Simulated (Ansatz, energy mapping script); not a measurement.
## GaCo: exchange couplings from total energies

How strongly do the moments of GaCo couple under LDA? The plan is to run several orders and fit a Heisenberg model.

Program: Ansatz 0.2.0. Level of theory: LDA; plane waves, collinear spin, no spin–orbit coupling. Results are calculated unless marked as measured.

## Step 1: Starting point

It takes space group Pm-3m (No. 221, cubic). Conventional cell: a = 2.878 Å, b = 2.878 Å, c = 2.878 Å, α = 90.00°, β = 90.00°, γ = 90.00°. Nearest to Ga lie 8 Co at 2.49 Å. Nearest to Co lie 8 Ga at 2.49 Å. Farther neighbours are not listed.

A plain semilocal functional is the cheapest rung. It tends to spread open shells too far.

## Step 2: Order 1: parallel, cell A of 4 atoms

The parallel order is the zero of energy for this cell and mesh.

Input file input.yaml:

```yaml
crystal:
  lattice:
    - [-2.878, 0.0, -2.878]
    - [0.0, -2.878, -2.878]
    - [-2.878, -2.878, 0.0]
  atoms:
    - { symbol: Ga, position: [0.25, 0.25, 0.25] }
    - { symbol: Ga, position: [0.75, 0.75, 0.75] }
    - { symbol: Co, position: [0.5, 0.5, 0.5], spin: 2.0 }
    - { symbol: Co, position: [0.0, 0.0, 0.0], spin: 2.0 }
magnetization:
  spin_polarized: true
kpoints:
  mp_grid: { grid: [12, 12, 12] }
hamiltonian:
  xc: lda
scf:
  occupations: { method: fermi_dirac, width: 0.1 }
output:
  eigenvalues: true
```

Started as:

```bash
> ansatz run input.yaml --threads 4 --pin off --max-ram 8192MiB --backend cpu --events-out ev --progress --plain --runs-dir out
```

Numbers of over 12 decimals in the logs are rounded to 6 here.

The program printed:

```text
Engine: ansatz 0.2.0, aarch64-unknown-linux-gnu
Pseudopotentials: kind: paw
Pseudopotential: Ga, paw, valence charge 13, recommended cutoff 420 eV (normal), Ga.paw.azcp
Pseudopotential: Co, paw, valence charge 17, recommended cutoff 420 eV (normal), Co.paw.azcp
Functional definition: SPW92
  exchange = slater_x
  correlation = pw_c
Crystal: 4 atoms, lattice volume = 47.676 Å³
Basis set: ecut = 420 eV, 941 PW (Γ)
Bands: 39, of which v1, the nominal top of the filled ones, is band 30 counted from 1 (29 counted from 0)
Symmetry: 96 space group operations
Space group: Pm-3m (ITA 221), of the structure as read, at distance tolerance 3.6e-5 Å
Magnetic group: BNS 221.92 (UNI 1594), of the structure as read, at distance tolerance 3.6e-5 Å
k-points: 72 of 1728
Non-local potential: Ga, projectors of the file, l = 0: 2, l = 1: 2, l = 2: 3, l = 3: 1
Non-local potential: Co, projectors of the file, l = 0: 3, l = 1: 2, l = 2: 3, l = 3: 1
PAW form: soft (Blöchl's): semilocal exchange-correlation on the pseudo side does not see the compensation charge
PAW frozen core: Ga, regenerated for the run's functional, and the local potential with it (the file was generated under x = pbe(κ = 0.804, μ = 0.219515), c = pbe(β = 0.066725))
PAW frozen core: Co, regenerated for the run's functional, and the local potential with it (the file was generated under x = pbe(κ = 0.804, μ = 0.219515), c = pbe(β = 0.066725))
PAW one-centre angular grid: Ga, 590 points (default); XC on 64 Gauss nodes
PAW one-centre angular grid: Co, 590 points (default); XC on 64 Gauss nodes
Initial density: superposition of atomic densities (chi_scale 0.1, normalization cell)
Starting moments: Σ|m| = 4 μB on 2 of 4 sites
Initial wavefunctions: pseudopotential atomic-orbital guess
Functional: x = slater, c = lda
iter 1 solved again at ethr=2.33e-3 eV; its pass at ethr=3.10e-3 eV (dr2=1.40e0 eV) is discarded
SCF iter   1: F=—  HF=-17538.625564 eV  |F-HF|=—  |Δ(HF+E_count)|=         —  Δρ=1.68e-1 (↑1.68e-1 ↓1.16e-1)  dr2=1.39e0  dr2_m=8.55e0  M=0.766 μB ∫|m|=1.007 μB  β_m=0.30  ethr=2.33e-3  ⟨swp⟩=1.2  Hψ=25574  notcnv=0
Mixer restart at iter 1: flushing history
preconditioner: auto → Kerker (q_TF=auto, 2.835 Å⁻¹)  [metal: Δε(μ)=0.001 eV  Ē_g=13.284 eV  σ=0.100 eV  W_gap=0.00  n_scr=14 (ndim 8)  ℏωp=35.7 eV  f_vac=0.000  D(μ)=3.52/eV (n_scr^D=50)]
spin=Collinear: Kerker preconditioning applied to the charge; magnetization (m = ρ↑ − ρ↓) channel mixes plain (no charge-response kernel on spin).
SCF iter   2: F=—  HF=-17538.526280 eV  |F-HF|=—  |Δ(HF+E_count)|=   9.93e-2  Δρ=1.17e-1 (↑1.03e-1 ↓1.17e-1)  dr2=6.92e-1  dr2_m=5.17e0  M=0.588 μB ∫|m|=0.785 μB  β_m=0.65  ethr=2.32e-3  ⟨swp⟩=2.5  Hψ=8860  notcnv=0
SCF iter   3: F=—  HF=-17541.620785 eV  |F-HF|=—  |Δ(HF+E_count)|=    3.09e0  Δρ=6.53e-2 (↑6.53e-2 ↓1.73e-2)  dr2=9.24e-1  dr2_m=4.21e-1  M=0.204 μB ∫|m|=0.319 μB  β_m=0.63  ethr=1.15e-3  ⟨swp⟩=3.1  Hψ=13169  notcnv=0  defer=138
SCF iter   4: F=—  HF=-17540.968173 eV  |F-HF|=—  |Δ(HF+E_count)|=   6.53e-1  Δρ=1.66e-2 (↑1.17e-2 ↓1.66e-2)  dr2=4.40e-1  dr2_m=5.78e-3  M=0.057 μB ∫|m|=0.101 μB  β_m=0.69  ethr=1.15e-3  ⟨swp⟩=2.8  Hψ=12299  notcnv=0  defer=271
SCF iter   5: F=—  HF=-17540.875008 eV  |F-HF|=—  |Δ(HF+E_count)|=   9.32e-2  Δρ=8.55e-3 (↑8.55e-3 ↓4.93e-3)  dr2=2.89e-2  dr2_m=2.56e-3  M=0.024 μB ∫|m|=0.043 μB  β_m=0.63  ethr=7.33e-4  ⟨swp⟩=2.1  Hψ=9619  notcnv=0  defer=274
SCF iter   6: F=—  HF=-17540.879076 eV  |F-HF|=—  |Δ(HF+E_count)|=   4.07e-3  Δρ=8.67e-3 (↑8.67e-3 ↓6.61e-3)  dr2=5.47e-2  dr2_m=4.94e-4  M=0.018 μB ∫|m|=0.030 μB  β_m=0.82  ethr=4.82e-5  ⟨swp⟩=2.1  Hψ=9745  notcnv=0  defer=272
SCF iter   7: F=—  HF=-17540.890623 eV  |F-HF|=—  |Δ(HF+E_count)|=   1.15e-2  Δρ=1.50e-3 (↑1.46e-3 ↓1.50e-3)  dr2=2.16e-3  dr2_m=9.91e-5  M=0.010 μB ∫|m|=0.015 μB  β_m=0.86  ethr=4.82e-5  ⟨swp⟩=2.0  Hψ=10920  notcnv=0  defer=274
SCF iter   8: F=—  HF=-17540.891529 eV  |F-HF|=—  |Δ(HF+E_count)|=   9.07e-4  Δρ=4.24e-4 (↑4.24e-4 ↓3.01e-4)  dr2=4.08e-5  dr2_m=4.68e-5  M=0.005 μB ∫|m|=0.007 μB  β_m=0.93  ethr=3.60e-6  ⟨swp⟩=2.0  Hψ=6885  notcnv=0  defer=274
SCF iter   9: F=—  HF=-17540.891537 eV  |F-HF|=—  |Δ(HF+E_count)|=   8.03e-6  Δρ=2.73e-4 (↑2.73e-4 ↓1.73e-4)  dr2=7.78e-5  dr2_m=1.20e-6  M=0.001 μB ∫|m|=0.001 μB  β_m=0.97  ethr=6.80e-8  ⟨swp⟩=2.0  Hψ=8679  notcnv=0  defer=274
SCF iter  10: F=—  HF=-17540.891545 eV  |F-HF|=—  |Δ(HF+E_count)|=   8.22e-6  Δρ=7.70e-5 (↑7.70e-5 ↓5.74e-5)  dr2=5.89e-6  dr2_m=4.35e-8  M=0.000 μB ∫|m|=0.000 μB  β_m=0.98  ethr=6.80e-8  ⟨swp⟩=2.0  Hψ=7090  notcnv=0  defer=274
SCF iter  11: F=—  HF=-17540.891545 eV  |F-HF|=—  |Δ(HF+E_count)|=   5.06e-7  Δρ=2.00e-5 (↑1.92e-5 ↓2.00e-5)  dr2=5.45e-7  dr2_m=8.97e-11  M=0.000 μB ∫|m|=0.000 μB  β_m=0.99  ethr=9.81e-9  ⟨swp⟩=2.0  Hψ=7079  notcnv=0  defer=274
SCF iter  12: F=—  HF=-17540.891545 eV  |F-HF|=—  |Δ(HF+E_count)|=   6.04e-8  Δρ=5.27e-6 (↑3.16e-6 ↓5.27e-6)  dr2=2.06e-8  dr2_m=5.23e-10  M=0.000 μB ∫|m|=0.000 μB  β_m=0.74  ethr=9.09e-10  ⟨swp⟩=2.0  Hψ=6644  notcnv=0  defer=274
SCF iter  13: F=-17540.891545 eV  HF=-17540.891545 eV  |F-HF|=2.08e-8  |Δ(HF+E_count)|=  9.57e-10  Δρ=4.37e-6 (↑4.37e-6 ↓3.73e-6)  dr2=2.35e-8  dr2_m=4.77e-11  M=0.000 μB ∫|m|=0.000 μB  ethr=3.44e-11  ⟨swp⟩=5.8  Hψ=18518  notcnv=0
SCF 1 converged in 13 iterations: F = -17540.891545 eV  dr2 = 2.35e-8
  greatest PAW one-centre occupation: 1.002 electrons in one spin orbital (limit 2), on the Co atom at site 3 (counted from 0), in its partial waves of l = 1
WARN: the starting moments were not kept: the SCF closed with an absolute magnetisation of 2.4e-5 μB, where they sum to 4 μB in size (2 sites). That is at most 0.1 of that sum. Measured as dr2_m measures the in/out step, that magnetisation stands 6.4e-10 eV from none, at or under the dr2_threshold of 1.0e-7 eV: it is no larger than a step whose dr2_m would equal this threshold. The system may hold no moment; this SCF [...]
SCF converged after 13 iterations
Magnetization: 0.0000 μB (30.0000 up, 30.0000 down)
Absolute magnetization: 0.0000 μB (∫|ρ↑−ρ↓|, with the PAW one-centre terms)
Spin contamination: 0.0000 ħ² per cell (⟨S²⟩ above its minimum at these occupations)
Per-site moments (μB) at R_I (Å): [(-5.317762279067056e-7, 1.028124), (-5.317762278838543e-7, 1.028124), (1.0663439585986927e-5, 1.028124), (1.0663439585978875e-5, 1.028124)]
Free energy (F): -17540.891545 eV
Harris-Foulkes:  -17540.891545 eV  (|F-HF|=2.08e-8)
Internal energy: -17540.810732 eV  (E = F + TS)
E sigma→0 (E₀):  -17540.851138 eV
Entropy (-TS):   -0.080813 eV (-20.203 meV/atom)
Fermi energy:    16.453281 eV
--- Per-component energies (eV) ---
  E_band       = -450.698111
  E_kinetic    = 1147.854314
  E_local      = -8983.032778  (includes V_loc(G=0)·N_el)
  E_nonlocal   = 1783.571940
  E_hartree    = 3975.622971
  E_xc         = -454.682532
  E_vxc        = -528.940844  (∫ρ·V_xc dr)
  E_paw        = -6739.205106  (= ΣΔE_a)
  E_vpaw       = -1821.410608  (= ΣTr[D̂ρ^β])
  E_aug_tail   = -0.000187  (compensation charges beyond the density's cutoff)
  E_ewald      = -8275.232815
  E_core_change = 4.293461  (= ΣΔE_core)
  E_smearing   = -0.080813  (= −TS)
  E_closure    = 0.000000  (closes the sum)
  Σ components = -17540.891545   (vs F -17540.891545, Δ=0.00e0)
--- Band table (eV; the first three rows and the last of 144) ---
  k-point 0 ↑: bands = [... 26 lower, 15.7875, 16.2729, 16.2729, 16.9589, 20.3818, 20.3818, 20.3818, 21.3239, ... 5 higher]
  k-point 1 ↑: bands = [... 26 lower, 15.7549, 16.1980, 16.1980, 17.1639, 19.1948, 20.0861, 20.0861, 21.4523, ... 5 higher]
  k-point 2 ↑: bands = [... 26 lower, 15.6574, 15.9933, 15.9933, 17.3167, 18.1815, 19.7211, 19.7211, 21.0269, ... 5 higher]
  k-point 71 ↓: bands = [... 26 lower, 15.0237, 15.0237, 15.5346, 15.5346, 16.5297, 16.5297, 21.2763, 21.2763, ... 5 higher]
```

Run time: 5.6 s. Hardware: 4 threads of Arm Neoverse V2, shared host; peak memory 0.51 GiB.

Reading the cycles: dr2 is the Hartree energy of the density residual (eV), the measure of convergence; HF is the Harris–Foulkes estimate of the energy, which meets the free energy F at convergence.

No atom keeps a moment above 0.05 μB.

The run ends non-magnetic, not as typed: a moment turned or collapsed in the SCF or in the program's search for a lower state.

## Step 3: Parallel start in cell B (4 atoms)

The parallel order again, as the reference for this cell.

This run holds the same structure in another cell (a 4.070 → 2.878 Å, b 4.070 → 2.878 Å, c 4.070 → 5.756 Å, α 60.0 → 90.0°, β 60.0 → 90.0°, γ 60.0 → 90.0°).

input.yaml, the sections that differ from step 2:

```yaml
crystal:
  lattice:
    - [2.878, 0.0, 0.0]
    - [0.0, 2.878, 0.0]
    - [0.0, 0.0, 5.756]
  atoms:
    - { symbol: Ga, position: [0.5, 0.5, 0.25] }
    - { symbol: Ga, position: [0.5, 0.5, 0.75] }
    - { symbol: Co, position: [0.0, 0.0, 0.0], spin: 2.0 }
    - { symbol: Co, position: [0.0, 0.0, 0.5], spin: 2.0 }
kpoints:
  mp_grid: { grid: [13, 13, 7] }
# magnetization, hamiltonian, scf, output: as in step 2
```

The program printed:

```text
[...]
Crystal: 4 atoms, lattice volume = 47.676 Å³
Basis set: ecut = 420 eV, 927 PW (Γ)
Bands: 39, of which v1, the nominal top of the filled ones, is band 30 counted from 1 (29 counted from 0)
Symmetry: 32 space group operations
[...]
k-points: 112 of 1183
[...]
Starting moments: Σ|m| = 4 μB on 2 of 4 sites
[...]
SCF iter  15: F=-17540.890925 eV  HF=-17540.890925 eV  |F-HF|=1.09e-11  |Δ(HF+E_count)|=  4.00e-11  Δρ=1.38e-7 (↑6.22e-8 ↓1.38e-7)  dr2=1.50e-11  dr2_m=7.24e-13  M=0.000 μB ∫|m|=0.000 μB  ethr=1.00e-12  ⟨swp⟩=6.1  Hψ=26495  notcnv=0
SCF 1 converged in 15 iterations: F = -17540.890925 eV  dr2 = 1.50e-11
[...]
SCF converged after 15 iterations
Magnetization: 0.0000 μB (30.0000 up, 30.0000 down)
Absolute magnetization: 0.0000 μB (∫|ρ↑−ρ↓|, with the PAW one-centre terms)
[...]
Per-site moments (μB) at R_I (Å): [(-6.821861033962073e-8, 1.028124), (-6.821861033962073e-8, 1.028124), (1.351361726090358e-6, 1.028124), (1.351361726090358e-6, 1.028124)]
Free energy (F): -17540.890925 eV
[...]
Internal energy: -17540.808571 eV  (E = F + TS)
E sigma→0 (E₀):  -17540.849748 eV
Entropy (-TS):   -0.082354 eV (-20.588 meV/atom)
Fermi energy:    16.455953 eV
[...]
--- Band table (eV; the first three rows and the last of 224) ---
  k-point 0 ↑: bands = [... 26 lower, 15.7880, 15.7880, 15.7882, 15.7943, 16.5863, 21.6293, 21.6293, 21.6293, ... 5 higher]
  k-point 1 ↑: bands = [... 26 lower, 15.7211, 15.7211, 15.7885, 15.7940, 16.6066, 20.8928, 21.8015, 21.8015, ... 5 higher]
  k-point 2 ↑: bands = [... 26 lower, 15.5467, 15.5467, 15.7894, 15.7932, 16.7244, 19.4285, 22.2923, 22.2923, ... 5 higher]
  k-point 111 ↓: bands = [... 26 lower, 16.0992, 16.1682, 16.4529, 16.8217, 17.1131, 17.5931, 18.2933, 18.5563, ... 5 higher]
```

The job ended after 8.6 s (4 threads; peak memory 0.59 GiB; 31 s of CPU time).

No atom keeps a moment above 0.05 μB.

The run ends non-magnetic, not as typed: a moment turned or collapsed in the SCF or in the program's search for a lower state.

## Step 4: Run 3 (parallel; cell C, 4 atoms)

The parallel order again, as the reference for this cell.

This run holds the same structure in another cell (b 2.878 → 4.070 Å, c 5.756 → 4.070 Å).

input.yaml, the sections that differ from step 3:

```yaml
crystal:
  lattice:
    - [-2.878, 0.0, 0.0]
    - [0.0, 2.878, 2.878]
    - [0.0, 2.878, -2.878]
  atoms:
    - { symbol: Ga, position: [0.5, 0.5, 0.0] }
    - { symbol: Ga, position: [0.5, 0.0, 0.5] }
    - { symbol: Co, position: [0.0, 0.0, 0.0], spin: 2.0 }
    - { symbol: Co, position: [0.0, 0.5, 0.5], spin: 2.0 }
kpoints:
  mp_grid: { grid: [13, 10, 10] }
# magnetization, hamiltonian, scf, output: as in step 3
```

The program printed:

```text
[...]
Crystal: 4 atoms, lattice volume = 47.676 Å³
Basis set: ecut = 420 eV, 929 PW (Γ)
Bands: 39, of which v1, the nominal top of the filled ones, is band 30 counted from 1 (29 counted from 0)
[... 1 set-up line as in the run before ...]
[...]
k-points: 147 of 1300
[...]
Starting moments: Σ|m| = 4 μB on 2 of 4 sites
[...]
k-point 0 ↑: bands = [... 26 lower, 15.2958, 15.7875, 15.7875, 15.7875, 16.2370, 18.7455, 19.6341, 21.6293, ... 5 higher]
  k-point 1 ↑: bands = [... 26 lower, 15.3071, 15.7195, 15.7351, 15.7747, 16.2984, 18.8872, 19.9816, 21.2992, ... 5 higher]
  k-point 2 ↑: bands = [... 26 lower, 15.3402, 15.5179, 15.6030, 15.7380, 16.4889, 19.0253, 20.5276, 20.7387, ... 5 higher]
  k-point 146 ↓: bands = [... 26 lower, 15.2878, 15.2878, 15.3025, 15.3025, 16.2546, 16.2546, 18.8050, 18.8050, ... 5 higher]
[key lines of the parts left out:]
SCF converged after 14 iterations
Magnetization: -0.0000 μB (30.0000 up, 30.0000 down)
Free energy (F): -17540.890922 eV
Fermi energy:    16.453958 eV
```

The job ended after 11 s (4 threads; peak memory 0.66 GiB).

The run ends non-magnetic, not as typed: a moment turned or collapsed in the SCF or in the program's search for a lower state.

## Step 5: Order 4: parallel, cell D of 6 atoms

The parallel order again, as the reference for this cell.

Input file input.yaml:

```yaml
crystal:
  lattice:
    - [2.878, 0.0, 2.878]
    - [0.0, -2.878, -2.878]
    - [2.878, 2.878, -2.878]
  atoms:
    - { symbol: Ga, position: [0.333333333, 0.666666667, 0.166666667] }
    - { symbol: Ga, position: [0.666666667, 0.333333333, 0.833333333] }
    - { symbol: Ga, position: [0.0, 0.0, 0.5] }
    - { symbol: Co, position: [0.0, 0.0, 0.0], spin: 2.0 }
    - { symbol: Co, position: [0.333333333, 0.666666667, 0.666666667], spin: 2.0 }
    - { symbol: Co, position: [0.666666667, 0.333333333, 0.333333333], spin: 2.0 }
magnetization:
  spin_polarized: true
kpoints:
  mp_grid: { grid: [11, 11, 8] }
hamiltonian:
  xc: lda
scf:
  occupations: { method: fermi_dirac, width: 0.1 }
output:
  eigenvalues: true
```

The program printed:

```text
[...]
Crystal: 6 atoms, lattice volume = 71.514 Å³
Basis set: ecut = 420 eV, 1385 PW (Γ)
Bands: 58, of which v1, the nominal top of the filled ones, is band 45 counted from 1 (44 counted from 0)
Symmetry: 36 space group operations
[...]
k-points: 110 of 968
[...]
Starting moments: Σ|m| = 6 μB on 3 of 6 sites
[...]
k-point 0 ↑: bands = [... 41 lower, 15.5785, 15.7879, 15.7886, 15.7886, 19.2447, 19.2447, 19.3874, 19.3874, ... 9 higher]
  k-point 1 ↑: bands = [... 41 lower, 15.7136, 15.7560, 15.7560, 16.3882, 18.6364, 19.3971, 19.3971, 19.4900, ... 9 higher]
  k-point 2 ↑: bands = [... 41 lower, 15.6584, 15.9947, 15.9947, 17.3169, 18.1814, 19.5139, 19.5139, 19.7216, ... 9 higher]
  k-point 109 ↓: bands = [... 41 lower, 15.3966, 15.4508, 15.4508, 15.5869, 16.6001, 16.6622, 16.6622, 22.4975, ... 9 higher]
[key lines of the parts left out:]
SCF converged after 14 iterations
Magnetization: -0.0000 μB (45.0000 up, 45.0000 down)
Free energy (F): -26311.335620 eV
Fermi energy:    16.458410 eV
```

Run time: 19 s. Hardware: 4 threads; peak memory 0.89 GiB; 74 s of CPU time.

The run ends non-magnetic, not as typed: a moment turned or collapsed in the SCF or in the program's search for a lower state.

## Step 6: Run 5 (parallel; cell E, 6 atoms)

A new cell needs its own zero of energy.

This run holds the same structure in another cell (a 4.070 → 2.878 Å, b 4.070 → 2.878 Å, c 4.985 → 8.634 Å, γ 120.0 → 90.0°).

input.yaml, the sections that differ from step 5:

```yaml
crystal:
  lattice:
    - [2.878, 0.0, 0.0]
    - [0.0, 2.878, 0.0]
    - [0.0, 0.0, 8.634]
  atoms:
    - { symbol: Ga, position: [0.5, 0.5, 0.166666667] }
    - { symbol: Ga, position: [0.5, 0.5, 0.5] }
    - { symbol: Ga, position: [0.5, 0.5, 0.833333333] }
    - { symbol: Co, position: [0.0, 0.0, 0.0], spin: 2.0 }
    - { symbol: Co, position: [0.0, 0.0, 0.333333333], spin: 2.0 }
    - { symbol: Co, position: [0.0, 0.0, 0.666666667], spin: 2.0 }
kpoints:
  mp_grid: { grid: [13, 13, 5] }
# magnetization, hamiltonian, scf, output: as in step 5
```

The program printed:

```text
[...]
Crystal: 6 atoms, lattice volume = 71.514 Å³
Basis set: ecut = 420 eV, 1393 PW (Γ)
Bands: 58, of which v1, the nominal top of the filled ones, is band 45 counted from 1 (44 counted from 0)
Symmetry: 48 space group operations
[...]
k-points: 84 of 845
[...]
Starting moments: Σ|m| = 6 μB on 3 of 6 sites
[...]
k-point 0 ↑: bands = [... 41 lower, 15.7877, 15.7877, 15.7922, 15.7922, 16.8132, 16.8132, 21.6293, 21.6293, ... 9 higher]
  k-point 1 ↑: bands = [... 41 lower, 15.7293, 15.7879, 15.7910, 15.7932, 16.6345, 17.3118, 20.9768, 21.7796, ... 9 higher]
  k-point 2 ↑: bands = [... 41 lower, 15.5740, 15.7887, 15.7898, 15.7937, 16.5897, 18.2883, 19.6312, 22.2104, ... 9 higher]
  k-point 83 ↓: bands = [... 41 lower, 16.2096, 16.2195, 16.3281, 16.3677, 16.6997, 17.1228, 18.5974, 18.7412, ... 9 higher]
[key lines of the parts left out:]
SCF converged after 14 iterations
Magnetization: -0.0000 μB (45.0000 up, 45.0000 down)
Free energy (F): -26311.336706 eV
Fermi energy:    16.454492 eV
```

Elapsed: 15 s, on 4 threads; peak memory 0.78 GiB.

The run ends non-magnetic, not as typed: a moment turned or collapsed in the SCF or in the program's search for a lower state.

## Step 7: The fit

Each energy difference is a sum of couplings weighted by the pairs that the order reverses. A few near shells are fitted to the differences by least squares. Energies are those extrapolated to zero occupation width, not the free energies F.

Energies from the parallel order of the same cell:

```csv
order,atoms,energy (meV a magnetic atom),moments (μB),moments kept as typed
parallel in cell A (typed; ended non-magnetic),4,-,0.00,no
parallel in cell B (typed; ended non-magnetic),4,-,0.00,no
parallel in cell C (typed; ended non-magnetic),4,-,0.00,no
parallel in cell D (typed; ended non-magnetic),6,-,0.00,no
parallel in cell E (typed; ended non-magnetic),6,-,0.00,no
```

No pair of orders in one cell converged with its signs kept, so no coupling can be fitted.

## Step 8: What came out

| Quantity | Value |
| --- | --- |
| couplings | not obtained |

**Reading.** Only parallel starts were run, since none kept its moments as typed; they end non-magnetic.

[Logs and program files are shortened in this print: banners, set-up blocks, solver, clock and traceback lines can be left out without a mark of their own.]

[Logs are printed without paths, hosts, clocks, repeated set-up lines and the standing remarks that a program may print on its own settings, such as how far it seeks lower states.]

[Hosts, paths, dates, database ids (printed as entryN), source tags and the programs' standing remarks are cut or masked in the printed files.]

[Where a cell is said to come from a database of computed structures, the database is the Materials Project.]
